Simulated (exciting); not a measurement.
Consider LuBrO, space group P4/nmm.

```xyz
6
Lattice="3.7646 0.0000 0.0000 0.0000 3.7646 0.0000 0.0000 0.0000 8.3540" Properties=species:S:1:pos:R:3 pbc="T T T"
Lu    1.8823    0.0000    5.2861
Lu    0.0000    1.8823    3.0679
Br    0.0000    1.8823    6.9188
Br    1.8823    0.0000    1.4352
O     1.8823    1.8823    4.1770
O     0.0000    0.0000    4.1770
```

Absorber: atom 5, with 4 Lu at 2.18 Å (distorted tetrahedral, site symmetry -4m2). Method: exciting, all-electron LAPW+lo, LDA, exchange and screened direct term (singlet BSE), 3×3×2 shifted k points, 50 conduction bands, |G+q| up to 3 bohr⁻¹, full RPA screening with nempty = 83, Lorentzian half width 0.45 eV.

Question: What does the O K spectrum look like, and is there a bound core exciton?

Bound core exciton? Yes on this mesh: the first bright state (over 5 % of the brightest) lies at -0.63 eV from the Kohn–Sham onset and at -0.93 eV from the lowest bare transition of its own mesh. Maxima (height): 1.8 eV (1.00), 8.2 eV (0.41), 13.7 eV (0.20) and 15.9 eV (0.20).

Energy from the Kohn–Sham onset, core level to the lowest empty state found on the meshes used; Im ε in relative units:

| E (eV) | Im ε |
| --- | --- |
| -4.0 | 0.02 |
| -3.5 | 0.03 |
| -3.0 | 0.04 |
| -2.5 | 0.05 |
| -2.0 | 0.07 |
| -1.5 | 0.12 |
| -1.0 | 0.23 |
| -0.5 | 0.50 |
| 0.0 | 0.66 |
| 0.5 | 0.74 |
| 1.0 | 0.80 |
| 1.5 | 0.89 |
| 2.0 | 0.97 |
| 2.5 | 0.67 |
| 3.0 | 0.48 |
| 3.5 | 0.40 |
| 4.0 | 0.35 |
| 4.5 | 0.31 |
| 5.0 | 0.29 |
| 5.5 | 0.26 |
| 6.0 | 0.22 |
| 6.5 | 0.20 |
| 7.0 | 0.27 |
| 7.5 | 0.37 |
| 8.0 | 0.40 |
| 8.5 | 0.40 |
| 9.0 | 0.36 |
| 9.5 | 0.34 |
| 10.0 | 0.30 |
| 10.5 | 0.27 |
| 11.0 | 0.24 |
| 11.5 | 0.22 |
| 12.0 | 0.18 |
| 12.5 | 0.17 |
| 13.0 | 0.18 |
| 13.5 | 0.20 |
| 14.0 | 0.19 |
| 14.5 | 0.18 |
| 15.0 | 0.17 |
| 15.5 | 0.18 |
| 16.0 | 0.20 |
| 16.5 | 0.18 |
| 17.0 | 0.16 |
| 17.5 | 0.14 |
| 18.0 | 0.14 |
| 18.5 | 0.15 |
| 19.0 | 0.15 |
| 19.5 | 0.12 |
| 20.0 | 0.11 |
| 20.5 | 0.10 |

With 18 k points the binding energies are rough, and fine structure above the first lines is partly noise of the mesh. Exchange and the short-range direct term aren't converged in the kernel cutoff. The zero comes from the unshifted 4×4×2 ground-state mesh; it is exact only where the band minimum lies on that mesh. The Kohn–Sham onset, 504 eV, is no photon energy: the scale needs a rigid shift. No quasiparticle correction widens the gap or stretches the bands. Vibrations and energy-dependent lifetimes are left out. The structure is a published determination, not relaxed.

[Banner, clock and machine lines of the logs are left out without a mark of their own.]

[Logs are printed without paths, hosts, clocks, repeated set-up lines and the standing remarks that a program may print on its own settings, such as how far it seeks lower states.]

[Hosts, paths, dates, database ids (printed as entryN), source tags and the programs' standing remarks are cut or masked in the printed files.]
